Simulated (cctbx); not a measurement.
# Interatomic vectors of RhPb2S2O2

Space group P4_122 (no. 91), a = 7.3830 Å, b = 7.3830 Å, c = 10.0910 Å, α = 90.00°, β = 90.00°, γ = 90.00°, content Pb8 Rh4 S8 O8.

Simulated single-crystal data (cctbx): Mo Kα, λ = 0.71073 Å, to d = 0.75 Å, 95 % of the full sphere, strongest reflection 20000 counts, noise from counting, a 6 % proportional error and a noise floor of 8 counts (s.d.); no absorption.

Patterson synthesis from sharpened amplitudes, origin scaled to 1000:

```text
Patterson group P 4/m m m
      u       v       w   height  length (A)
  0.000   0.000   0.000   1000.0     0.00
  0.500   0.500   0.500    723.8     7.26
  0.256   0.500   0.124    325.4     4.33
  0.000   0.248   0.376    304.5     4.21
  0.000   0.500   0.249    264.7     4.47
  0.000   0.500   0.500    211.0     6.25
  0.246   0.246   0.249    206.2     3.59
  0.000   0.500   0.000    174.9     3.69
  0.267   0.267   0.500    112.2     5.76
  0.234   0.234   0.000     84.2     2.44
  0.000   0.000   0.241     68.7     2.43
  0.500   0.500   0.265     65.0     5.87
  0.000   0.000   0.337     47.7     3.40
  0.000   0.000   0.442     38.5     4.46
```

Q: Assign the vectors.

A peak at u stands for all pairs with xi − xj = u, with weight Σ ZiZj against Σ Z² = 64452 at the origin. Peak heights follow these weights only roughly, since form factors, motion and series ripples differ, all vectors within 0.55 Å of a peak are counted as merged into it though the farther ones add only part of their weight, and F(000) is left out, which lowers the whole map:

| u | v | w | shortest length (Å) | height | 1000 ΣZiZj/ΣZ² | pairs in the cell |
| --- | --- | --- | --- | --- | --- | --- |
| 0.500 | 0.500 | 0.500 | 7.26 | 724 | 907 | 8 × Pb–Rh, 4 × Pb–Pb, 16 × S–O |
| 0.256 | 0.500 | 0.124 | 4.33 | 325 | 384 | 2 × Pb–Pb, 2 × Pb–Rh, 2 × Pb–S, 2 × Pb–O |
| 0.000 | 0.248 | 0.376 | 4.21 | 304 | 384 | 2 × Pb–Pb, 2 × Pb–Rh, 2 × Pb–S, 2 × Pb–O |
| 0.000 | 0.500 | 0.249 | 4.47 | 265 | 398 | 2 × Pb–Pb, 4 × Pb–S, 4 × Rh–S, 4 × Pb–O, 4 × Rh–O |
| 0.000 | 0.500 | 0.500 | 6.25 | 211 | 307 | 2 × Pb–Pb, 2 × Rh–Rh, 8 × S–O, 4 × S–S, 4 × O–O |
| 0.246 | 0.246 | 0.249 | 3.59 | 206 | 286 | 2 × Pb–Rh, 1 × Pb–Pb, 1 × Rh–Rh, 4 × S–S, 8 × S–O, 4 × O–O |
| 0.000 | 0.500 | 0.000 | 3.69 | 175 | 265 | 4 × Pb–Rh, 8 × S–O, 4 × S–S, 4 × O–O |
| 0.267 | 0.267 | 0.500 | 5.76 | 112 | 189 | 4 × Pb–S, 4 × Rh–S, 4 × Pb–O, 4 × Rh–O |
| 0.234 | 0.234 | 0.000 | 2.44 | 84 | 189 | 4 × Pb–S, 4 × Rh–S, 4 × Pb–O, 4 × Rh–O |
| 0.000 | 0.000 | 0.241 | 2.43 | 69 | 208 | 8 × Pb–S, 8 × Rh–O |

The table stops at ten peaks or at a height of 45, below which ripples compete. In the model behind the data Pb, the heaviest element, has 2 independent sites: (0, 0.7574, 1/2) and (0.7439, 0.7439, 7/8), up to an allowed shift of origin; the Pb–Pb vectors are differences of these positions and their symmetry mates. The whole model:

| atom | mult. | x | y | z | Ueq (Å²) |
| --- | --- | --- | --- | --- | --- |
| Pb1 | 4 | 0 | 0.7574 | 1/2 | 0.0042 |
| Pb2 | 4 | 0.7439 | 0.7439 | 7/8 | 0.0044 |
| Rh1 | 4 | 1/2 | 0.7683 | 1/2 | 0.0041 |
| S1 | 8 | 0.2696 | 0.0247 | 0.0030 | 0.0060 |
| O1 | 8 | 0.7420 | 0.4806 | 0.0188 | 0.0090 |

The model is made up (kin elements in a known structure type, no relaxation), so it says nothing on whether the phase exists.

[Logs are printed without paths, hosts, clocks, repeated set-up lines and the standing remarks that a program may print on its own settings, such as how far it seeks lower states.]
